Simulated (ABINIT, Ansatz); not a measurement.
Computed results, one entry a study.

How the form of the self-energy moves the gap of KRb2BiF6 (Fm-3m). It takes space group Fm-3m (No. 225, cubic). The conventional cell has a = 9.369 Å, b = 9.369 Å, c = 9.369 Å, α = 90.00°, β = 90.00°, γ = 90.00°. Nearest to K lie 6 F at 2.48 Å. Nearest to Rb lie 12 F at 3.32 Å. Nearest to Bi lie 6 F at 2.20 Å. F has 1 Bi at 2.20 Å and 1 K at 2.48 Å and 4 Rb at 3.32 Å nearest. Farther neighbours, and contacts between anions beyond the nearest, are not listed. The calculation used RPA screening on LDA, plane waves, norm-conserving pseudopotentials (and 3 further levels or steps) in ABINIT 10.8.3, with cutoff 36 Ha, PseudoDojo scalar-relativistic 0.4.1 stringent, norm-conserving, ngkpt (2, 2, 2), nband 236, ecuteps 5.2 Ha, gwcalctyp 2, nfreqre 16, nfreqim 8, inclvkb 2, freqremax 40 eV, spmeth 1, nomegasf 120, shiftk (0, 0, 0), symchi 1, awtr 1, frequency cd, 2×2×2 k-mesh. The G0W0, Godby-Needs plasmon pole is 6.926 eV and the G0W0, von der Linden-Horsch plasmon pole is 6.923 eV. The G0W0, Engel-Farid plasmon pole is 6.915 eV, the one-shot Hartree-Fock is 13.217 eV and the G0W0, contour deformation is 6.905 eV. The known limits are short of the basis limit; no spin-orbit coupling; coarse k mesh. It took 8 runs, 49 min in all on 8 MPI ranks of Arm Neoverse N1, shared host. G0W0, von der Linden-Horsch plasmon pole: −0.003 eV against G0W0, Godby-Needs plasmon pole. G0W0, Engel-Farid plasmon pole: −0.011 eV against G0W0, Godby-Needs plasmon pole. The program's warnings: Min real frequency set to default [Ha] = and nproc spkpt=  >= nkpt= * nsppol=. The cell and positions come from the Crystallography Open Database and are kept as given unless a step says otherwise. Limits: no spin-orbit coupling. The 2×2×2 mesh is coarse for this cell, which bears on the long-range parts of exchange and screening.

```xyz
10
Lattice="0.0000 4.6845 4.6845 4.6845 0.0000 4.6845 4.6845 4.6845 0.0000" Properties=species:S:1:pos:R:3 pbc="T T T"
K     4.6845    4.6845    4.6845
Rb    2.3422    2.3422    2.3422
Rb    7.0267    7.0267    7.0267
Bi    0.0000    0.0000    0.0000
F     2.2017    4.6845    4.6845
F     4.6845    2.2017    4.6845
F     7.1673    4.6845    4.6845
F     4.6845    7.1673    4.6845
F     4.6845    4.6845    2.2017
F     4.6845    4.6845    7.1673
```

[Long decimals in the printed logs are rounded to 6 places.]

[Logs are printed without paths, hosts, clocks, repeated set-up lines and the standing remarks that a program may print on its own settings, such as how far it seeks lower states.]

[Paths, hosts, dates, memory and timing lines, banners, echoed tables and standing remarks are left out of the program output; an Ansatz launch command may be rebuilt from the run's recorded settings. Measured values are a selection of at most five: reports struck by readers or far from the other reports are left out. None is set beside runs whose start may be inverted or whose files or cutoffs have a known fault.]

[Runs of the session that timed out or met a known fault of the program may be left out.]

[Hosts, paths, dates, database ids (printed as entryN), source tags and the programs' standing remarks are cut or masked in the printed files.]

[G0W0 gaps are taken among the corrected bands and points alone; a level outside them can change the order at an edge.]

[Where Ansatz stands beside ABINIT at settings called matched, ABINIT's density can come from a denser mesh and the files from another edition; pairs whose starting gaps differed by over 0.03 eV were left out, so agreement reads better than it is.]
